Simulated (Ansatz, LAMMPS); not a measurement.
# Relaxing glassy 40SiO2-28Al2O3-16Li2O-16SrO (mol %) (85 atoms)

How does glassy 40SiO2-28Al2O3-16Li2O-16SrO (mol %) (85 atoms) relax, and what do bonds, charges and levels look like afterwards?

Main program and level: Ansatz 0.2.0; Kohn-Sham DFT, revPBE, PAW (set soft_2), plane waves.

**1. The structure**

The cell holds 85 atoms: 10 Si, 14 Al, 8 Li, 4 Sr and 49 O. Cell: a = 9.957 Å, b = 9.957 Å, c = 9.957 Å, α = 90.0°, β = 90.0°, γ = 90.0°. 85 atoms (10 Si, 14 Al, 8 Li, 4 Sr, 49 O) placed at random at 3.11 g/cm³, melted at 4000 K for 10 ps at fixed volume with the Morse and Coulomb pair potential with partial charges (Pedone, Malavasi, Menziani, Cormack and Segre, J. Phys. Chem. B 110, 11780 (2006)). Quenched from 4000 K to 300 K at 6 K/ps and fixed volume, held 5 ps, then minimised at fixed cell.

What the set-up can't give: The quench rate of 6 K/ps is orders of magnitude faster than experiment, which tends to freeze in extra defects. The network of bonds at the start is that of the classical potential that made the cell. Only the Γ point is sampled, in a cell whose shortest periodic width is 10 Å.

**2. The classical run that made the cell**

A classical potential makes the cell, at a small fraction of what the same run would cost in DFT.

This step: classical MD, Morse and Coulomb pair potential with partial charges (Pedone, Malavasi, Menziani, Cormack and Segre, J. Phys. Chem. B 110, 11780 (2006)) (LAMMPS 22 Jul 2025 - Update 4).

File in.lmp:

```
# melt-quench of Si10Al14Li8Sr4O49
units metal
atom_style charge
boundary p p p
region box block 0 9.9565 0 9.9565 0 9.9565
create_box 5 box
mass 1 28.0850   # Si
mass 2 26.9815   # Al
mass 3 6.9400   # Li
mass 4 87.6200   # Sr
mass 5 15.9990   # O
create_atoms 1 random 10 433863 NULL overlap 1.5 maxtry 2000
create_atoms 2 random 14 433870 NULL overlap 1.5 maxtry 2000
create_atoms 3 random 8 433877 NULL overlap 1.5 maxtry 2000
create_atoms 4 random 4 433884 NULL overlap 1.5 maxtry 2000
create_atoms 5 random 49 433891 NULL overlap 1.5 maxtry 2000
pair_style hybrid/overlay pedone 5.5 coul/long 8.0
pair_coeff * * coul/long
pair_coeff 1 5 pedone 0.340554 2.006700 2.100000 1   # Si-O
pair_coeff 2 5 pedone 0.361581 1.900442 2.164818 0.9   # Al-O
pair_coeff 3 5 pedone 0.001114 3.429506 2.681360 1   # Li-O
pair_coeff 4 5 pedone 0.019623 1.886000 3.328330 3   # Sr-O
pair_coeff 5 5 pedone 0.042395 1.379316 3.618701 22   # O-O
set type 1 charge 2.4
set type 2 charge 1.8
set type 3 charge 0.6
set type 4 charge 1.2
set type 5 charge -1.2
kspace_style pppm 1.0e-4
neigh_modify delay 0 every 1 check yes
thermo_style custom step time temp pe press density
thermo_modify norm yes
timestep 0.002
thermo 100
# [... 18 lines left out ...]
thermo 1250
fix md all nvt temp 300 300 0.2
run 2500 post no
unfix md
thermo 100
min_style cg
minimize 0 1e-3 2000 20000
write_dump all custom glass.dump id type xs ys zs modify sort id
```

Run with:

```bash
> lmp -in in.lmp -log none -nocite
```

Numbers of over 12 decimals in the logs are rounded to 6 here.

What it wrote:

```text
LAMMPS (22 Jul 2025 - Update 4)
Created orthogonal box = (0 0 0) to (9.9565 9.9565 9.9565)
Created 10 atoms
Created 14 atoms
Created 8 atoms
Created 4 atoms
Created 49 atoms
PPPM initialization ...
  G vector (1/distance) = 0.37385585
  grid = 10 10 10
  estimated relative force accuracy = 8.184063e-05
   Step          Time           Temp          PotEng         Press         Density
         0   0              0             -3.8968555      676781.9       3.109985
        96   0.192          0             -12.99745       10574.51       3.109985
Loop time of 0.117066 s on 1 MPI rank(s) for 96 steps with 85 atoms
Minimization stats:
  Stopping criterion = energy tolerance
  Energy initial, next-to-last, final =
     -3.89685551606166   -12.996405312892  -12.9974503726816
  Force two-norm initial, final = 259.41852 1.8193495
  Iterations, force evaluations = 96 125
   Step          Time           Temp          PotEng         Press         Density
[... 12 lines left out ...]
[... 1 line left out ...]
Loop time of 3.25076 s on 1 MPI rank(s) for 5000 steps with 85 atoms
   Step          Time           Temp          PotEng         Press         Density
[... 12 lines left out ...]
Loop time of 197.454 s on 1 MPI rank(s) for 308333 steps with 85 atoms
   Step          Time           Temp          PotEng         Press         Density
[... 2 lines left out ...]
    316250   632.5          248.96492     -13.079442     -9656.5924      3.109985
    316833   633.666        291.78111     -13.083938     -2098.6413      3.109985
Loop time of 1.49728 s on 1 MPI rank(s) for 2500 steps with 85 atoms
   Step          Time           Temp          PotEng         Press         Density
    316833   633.666        291.78111     -13.083938     -2098.6413      3.109985
    316845   633.69         291.78111     -13.114258     -10106.346      3.109985
Loop time of 0.0437391 s on 1 MPI rank(s) for 12 steps with 85 atoms
Minimization stats:
  Stopping criterion = linesearch alpha is zero
  Energy initial, next-to-last, final =
     -13.0839380366385  -13.1142578606342  -13.1142578606342
  Force two-norm initial, final = 9.9408524 0.71075559
  Iterations, force evaluations = 12 59
```

Elapsed: 3.4 min, on 1 thread of Intel Xeon Platinum 8259CL at 2.50GHz (Skylake/Cascade Lake), shared host; peak memory 0.069 GiB.

**3. Single point at the start**

The forces at the start show how far the geometry lies from a minimum of this functional.

File input.yaml:

```yaml
crystal:
  lattice:
    - [9.9565, 0.0, 0.0]
    - [0.0, 9.9565, 0.0]
    - [0.0, 0.0, 9.9565]
  atoms:
    - { symbol: Si, position: [0.40219, 0.07926, 0.9363] }
    - { symbol: Si, position: [0.37792, 0.46482, 0.57973] }
    - { symbol: Si, position: [0.86798, 0.00616, 0.63713] }
    - { symbol: Si, position: [0.02977, 0.91055, 0.12762] }
    - { symbol: Si, position: [0.53432, 0.09298, 0.34112] }
    - { symbol: Si, position: [0.54022, 0.67664, 0.39448] }
    - { symbol: Si, position: [0.98508, 0.37358, 0.83536] }
    - { symbol: Si, position: [0.3466, 0.87213, 0.56058] }
    - { symbol: Si, position: [0.6119, 0.46611, 0.02558] }
    - { symbol: Si, position: [0.22444, 0.00325, 0.32634] }
    - { symbol: Al, position: [0.42847, 0.69645, 0.78498] }
    - { symbol: Al, position: [0.80314, 0.69334, 0.5697] }
    - { symbol: Al, position: [0.77001, 0.37722, 0.59998] }
    - { symbol: Al, position: [0.95361, 0.1906, 0.38733] }
    - { symbol: Al, position: [0.88931, 0.19646, 0.07397] }
    - { symbol: Al, position: [0.76501, 0.58325, 0.82459] }
    - { symbol: Al, position: [0.7124, 0.85938, 0.83952] }
    - { symbol: Al, position: [0.70239, 0.20431, 0.85226] }
    - { symbol: Al, position: [0.40226, 0.30651, 0.1722] }
    - { symbol: Al, position: [0.51982, 0.17357, 0.63988] }
    - { symbol: Al, position: [0.09128, 0.40075, 0.24945] }
    - { symbol: Al, position: [0.653, 0.98844, 0.08717] }
    - { symbol: Al, position: [0.71106, 0.32256, 0.28257] }
    - { symbol: Al, position: [0.04378, 0.47508, 0.52837] }
    - { symbol: Li, position: [0.02902, 0.72823, 0.37731] }
    - { symbol: Li, position: [0.5206, 0.75499, 0.04892] }
    - { symbol: Li, position: [0.25423, 0.85851, 0.99081] }
    - { symbol: Li, position: [0.77322, 0.8828, 0.35342] }
    - { symbol: Li, position: [0.60888, 0.91651, 0.58827] }
    - { symbol: Li, position: [0.16503, 0.22978, 0.01421] }
    - { symbol: Li, position: [0.06494, 0.99934, 0.88714] }
    - { symbol: Li, position: [0.33183, 0.42708, 0.87705] }
    - { symbol: Sr, position: [0.28504, 0.6257, 0.15879] }
    - { symbol: Sr, position: [0.85855, 0.64798, 0.13434] }
    - { symbol: Sr, position: [0.07967, 0.73196, 0.76985] }
    - { symbol: Sr, position: [0.18074, 0.17022, 0.65715] }
    - { symbol: O, position: [0.95494, 0.38474, 0.66734] }
    - { symbol: O, position: [0.49927, 0.14597, 0.82371] }
    - { symbol: O, position: [0.38201, 0.01627, 0.61673] }
    - { symbol: O, position: [0.82252, 0.74084, 0.7725] }
    - { symbol: O, position: [0.56683, 0.80157, 0.75951] }
    - { symbol: O, position: [0.05239, 0.80641, 0.01092] }
    - { symbol: O, position: [0.49305, 0.96836, 0.00994] }
    - { symbol: O, position: [0.1875, 0.92703, 0.18952] }
    - { symbol: O, position: [0.36581, 0.19038, 0.05008] }
    - { symbol: O, position: [0.75598, 0.01683, 0.76316] }
    - { symbol: O, position: [0.01351, 0.32412, 0.11498] }
    - { symbol: O, position: [0.69553, 0.68048, 0.42697] }
    - { symbol: O, position: [0.26014, 0.02981, 0.88822] }
    - { symbol: O, position: [0.46339, 0.43769, 0.06894] }
    - { symbol: O, position: [0.94155, 0.86257, 0.24913] }
    - { symbol: O, position: [0.35612, 0.70234, 0.93793] }
    - { symbol: O, position: [0.21534, 0.4792, 0.56227] }
    - { symbol: O, position: [0.83647, 0.19928, 0.25666] }
    - { symbol: O, position: [0.73934, 0.8652, 0.00942] }
    - { symbol: O, position: [0.58564, 0.09908, 0.48891] }
    - { symbol: O, position: [0.50898, 0.69052, 0.24158] }
    - { symbol: O, position: [0.42058, 0.52989, 0.72381] }
    - { symbol: O, position: [0.65021, 0.60688, 0.95609] }
    - { symbol: O, position: [0.71601, 0.13762, 0.0245] }
    - { symbol: O, position: [0.47429, 0.80761, 0.47743] }
    - { symbol: O, position: [0.00907, 0.97698, 0.70388] }
    - { symbol: O, position: [0.41136, 0.30684, 0.58742] }
    - { symbol: O, position: [0.45746, 0.54929, 0.4627] }
    - { symbol: O, position: [0.62342, 0.99252, 0.25635] }
    - { symbol: O, position: [0.06781, 0.57209, 0.25874] }
    - { symbol: O, position: [0.74667, 0.37539, 0.43582] }
    - { symbol: O, position: [0.73214, 0.53787, 0.66201] }
    - { symbol: O, position: [0.54612, 0.24473, 0.26829] }
    - { symbol: O, position: [0.37424, 0.06442, 0.32475] }
    - { symbol: O, position: [0.70774, 0.43864, 0.15437] }
    - { symbol: O, position: [0.6815, 0.25756, 0.68117] }
    - { symbol: O, position: [0.02241, 0.3532, 0.40497] }
    - { symbol: O, position: [0.1073, 0.10558, 0.35678] }
    - { symbol: O, position: [0.30698, 0.76908, 0.67134] }
    - { symbol: O, position: [0.23067, 0.89257, 0.44697] }
    - { symbol: O, position: [0.89511, 0.12671, 0.53579] }
    - { symbol: O, position: [0.26079, 0.36756, 0.24153] }
    - { symbol: O, position: [0.66102, 0.36972, 0.91072] }
    - { symbol: O, position: [0.89942, 0.24663, 0.88198] }
    - { symbol: O, position: [0.98953, 0.05185, 0.06734] }
    - { symbol: O, position: [0.91592, 0.50984, 0.88554] }
    - { symbol: O, position: [0.80791, 0.8805, 0.55363] }
    - { symbol: O, position: [0.14122, 0.35188, 0.85062] }
    - { symbol: O, position: [0.96569, 0.62974, 0.54114] }
kpoints:
  mp_grid: { grid: [1, 1, 1] }
hamiltonian:
  xc: revpbe
scf:
  occupations: { method: fixed }
output:
  forces: true
  stress: true
  populations: true
  dos:
    method: { smearing: { sigma: 0.08 } }
    de: 0.1
    projected: { site_lists: { Al: [Al], Li: [Li], O: [O], Si: [Si], Sr: [Sr] } }
  eigenvalues: true
```

Run with:

```bash
> ansatz run input.yaml --threads 4 --pin off --max-ram 8192MiB --backend cpu --events-out ev --progress --plain --runs-dir out
```

What it wrote:

```text
Engine: ansatz 0.2.0, x86_64-unknown-linux-gnu
Pseudopotentials: kind: paw
Pseudopotential: Si, paw, valence charge 4, recommended cutoff 420 eV (normal), Si.paw.azcp
Pseudopotential: Al, paw, valence charge 3, recommended cutoff 420 eV (normal), Al.paw.azcp
Pseudopotential: Li, paw, valence charge 3, recommended cutoff 420 eV (normal), Li.paw.azcp
Pseudopotential: Sr, paw, valence charge 10, recommended cutoff 420 eV (normal), Sr.paw.azcp
Pseudopotential: O, paw, valence charge 6, recommended cutoff 420 eV (normal), O.paw.azcp
[... 5 lines on functional and potentials left out ...]
Crystal: 85 atoms, lattice volume = 987.007 Å³
Basis set: ecut = 420 eV, 19309 PW (Γ), exchange–correlation on 144×144×144 points (8 copies of the dense FFT grid, shifted against one another)
Bands: 305, of which v1, the nominal top of the filled ones, is band 220 counted from 1 (219 counted from 0)
Symmetry: 1 space group operations
Space group: P1 (ITA 1), of the structure as read, at distance tolerance 1.0e-4 Å
k-points: 1
[... 15 lines on functional and potentials left out ...]
Initial density: superposition of atomic densities (neutral atoms: chi_scale 0, normalization atom), corrected by the library's trained network
Initial wavefunctions: pseudopotential atomic-orbital guess
Functional: x = revpbe(κ = 1.245, μ = 0.219515), c = pbe(β = 0.066725)
SCF iter   1: F=—  HF=-57746.883029 eV  |F-HF|=—  |Δ(HF+E_count)|=         —  Δρ=3.91e-3  dr2=1.61e-1  ethr=1.77e-3  ⟨swp⟩=6.0  Hψ=1159  notcnv=0  defer=83
preconditioner: auto → Resta (q_TF=auto, 2.385 Å⁻¹)  ε∞=3.3  [insulator: Δε(μ)=4.460 eV  Ē_g=16.002 eV  n_scr=250 (ndim 8)  ℏωp=24.1 eV  f_vac=0.043  ε∞_Penn≈3.3]
SCF iter   2: F=—  HF=-57746.878780 eV  |F-HF|=—  |Δ(HF+E_count)|=   4.25e-3  Δρ=1.93e-3  dr2=2.22e-2  ethr=3.67e-5  ⟨swp⟩=2.0  Hψ=488  notcnv=0  defer=83
SCF iter   3: F=—  HF=-57746.882796 eV  |F-HF|=—  |Δ(HF+E_count)|=   4.02e-3  Δρ=8.42e-4  dr2=7.34e-3  ethr=5.04e-6  ⟨swp⟩=3.0  Hψ=376  notcnv=0  defer=83
SCF iter   4: F=—  HF=-57746.885019 eV  |F-HF|=—  |Δ(HF+E_count)|=   2.22e-3  Δρ=2.61e-4  dr2=6.35e-4  ethr=1.67e-6  ⟨swp⟩=2.0  Hψ=391  notcnv=0  defer=83
SCF iter   5: F=—  HF=-57746.885220 eV  |F-HF|=—  |Δ(HF+E_count)|=   2.01e-4  Δρ=1.13e-4  dr2=1.25e-4  ethr=1.44e-7  ⟨swp⟩=2.0  Hψ=389  notcnv=0  defer=83
SCF iter   6: F=—  HF=-57746.885349 eV  |F-HF|=—  |Δ(HF+E_count)|=   1.28e-4  Δρ=3.76e-5  dr2=1.54e-5  ethr=2.83e-8  ⟨swp⟩=2.0  Hψ=389  notcnv=0  defer=83
SCF iter   7: F=—  HF=-57746.887077 eV  |F-HF|=—  |Δ(HF+E_count)|=   1.73e-3  Δρ=2.16e-5  dr2=3.83e-6  ethr=3.50e-9  ⟨swp⟩=2.0  Hψ=525  notcnv=0  defer=83
SCF iter   8: F=—  HF=-57746.887080 eV  |F-HF|=—  |Δ(HF+E_count)|=   2.28e-6  Δρ=6.70e-6  dr2=3.98e-7  ethr=8.71e-10  ⟨swp⟩=2.0  Hψ=426  notcnv=0  defer=83
SCF iter   9: F=-57746.887080 eV  HF=-57746.887080 eV  |F-HF|=3.06e-8  |Δ(HF+E_count)|=   7.50e-7  Δρ=2.55e-6  dr2=5.92e-8  ethr=2.27e-11  ⟨swp⟩=18.0  Hψ=2174  notcnv=0
SCF 1 converged in 9 iterations: F = -57746.887080 eV  dr2 = 5.92e-8
  greatest PAW one-centre occupation: 1.000 electrons in one spin orbital (limit 2), on the Li atom at site 30 (counted from 0), in its partial waves of l = 0
SCF converged after 9 iterations
Free energy (F): -57746.887080 eV
Harris-Foulkes:  -57746.887080 eV  (|F-HF|=3.06e-8)
Internal energy: -57746.887080 eV  (E = F + TS)
E sigma→0 (E₀):  -57746.887080 eV
Fermi energy:    4.958078 eV
--- Per-component energies (eV) ---
  E_band       = -1756.293955
  E_kinetic    = 10767.300410
  E_local      = -24694.155992  (includes V_loc(G=0)·N_el)
  E_nonlocal   = 3243.543606
  E_hartree    = 8695.005401
  E_xc         = -5596.649681
  E_vxc        = -6349.530459  (∫ρ·V_xc dr)
  E_paw        = -30525.917447  (= ΣΔE_a)
  E_vpaw       = -2113.586632  (= ΣTr[D̂ρ^β])
  E_aug_tail   = 0.124013  (compensation charges beyond the density's cutoff)
  E_ewald      = -19634.796533
  E_core_change = -1.340857  (= ΣΔE_core)
  E_smearing   = -0.000000  (= −TS)
  E_closure    = -0.000000  (closes the sum)
  Σ components = -57746.887080   (vs F -57746.887080, Δ=0.00e0)
--- Forces (eV/Å), atoms counted from 1 ---
  atom   1  Si     0.83892177     0.54492062     0.86383264
  atom   2  Si     0.03991932     0.99034713     0.02384167
  atom   3  Si    -0.03528517    -0.20791904     0.48252443
  atom   4  Si     0.56722911     0.92142011     1.36586949
  atom   5  Si    -1.38851890     0.44877243    -0.52650125
  atom   6  Si    -2.06811196    -0.05992083     1.57950980
  atom   7  Si    -0.47244420     0.50643266    -0.88297365
  atom   8  Si     1.19027566     0.57140654    -1.49984418
  atom   9  Si     1.46312337    -1.52949081    -0.23750825
  atom  10  Si     0.37905935     0.17681527     0.87665372
  atom  11  Al     0.46696003     0.38575391    -1.40192838
  atom  12  Al    -0.80859438    -0.35159852     1.54247093
  atom  13  Al     0.54857242     0.49641894     0.79991732
  atom  14  Al     0.23119237    -0.31282940    -0.30067225
[...]
atom  84  O      2.24098927    -0.29240436     0.26053377
  atom  85  O      0.56233312     1.20174356    -0.41976136
  max |Σ_I F_I| component: 1.81e-4 eV/Å
--- Stress (GPa, compression-positive) ---
        7.791355       0.175756      -0.552593
        0.175737      11.234469       1.064380
       -0.552596       1.064374      11.175738
  P = ⅓ Tr σ = 10.0672 GPa (100.672 kbar)
--- Band table (eV) ---
  k-point 0: bands = ["-39.5121", "-38.9221", "-38.8316", "-38.8059", [... 289 levels ...], "15.5212", "15.5877", "15.6732", "15.7738", "15.8647", "15.8895", "15.9324", "15.9530", "16.0006", "16.0359", "16.1796", "16.1923"]
--- Löwdin populations: 85 sites ---
  site symbol       q [e]
     0     Si      2.3146
     1     Si      2.2741
     2     Si      2.3077
[...]
84      O      6.9691
  spilling = 0.011123 (of n_electrons = 440.000000)
```

It took 15 s on 4 threads of Intel Xeon Platinum 8259CL at 2.50GHz (Skylake/Cascade Lake), shared host; peak memory 1.3 GiB; 41 s of CPU time.

Read from the output:

```yaml
free_energy: -57746.8871 eV
free_energy_per_atom: -679.3751 eV/atom
scf_cycles: 9
pressure: 10.07 GPa
r_m_s_force_component: 0.8949 eV/Å
longest_force: 2.928 eV/Å
fermi_energy: 4.958 eV
spacing_of_highest_filled_and_lowest_empty_level: 4.425 eV
spilling_of_the_projection: 0.01112
```

The r.m.s. force component of 0.89 eV/Å and the pressure of 10 GPa set the starting point.

Length of the force by element:

```tsv
element	coordination	atoms	mean length of the force (eV/Å)	spread	least	most
Al	all	14	0.967	0.413	0.492	1.78
Li	all	8	0.381	0.123	0.267	0.668
O	all	49	1.66	0.721	0.282	2.93
Si	all	10	1.50	0.599	0.527	2.60
Sr	all	4	0.483	0.155	0.375	0.749
```

(Part 1 of 4 ends here.)

[Logs are printed without paths, hosts, clocks, repeated set-up lines and the standing remarks that a program may print on its own settings, such as how far it seeks lower states.]

[Hosts, paths, dates, database ids (printed as entryN), source tags and the programs' standing remarks are cut or masked in the printed files.]
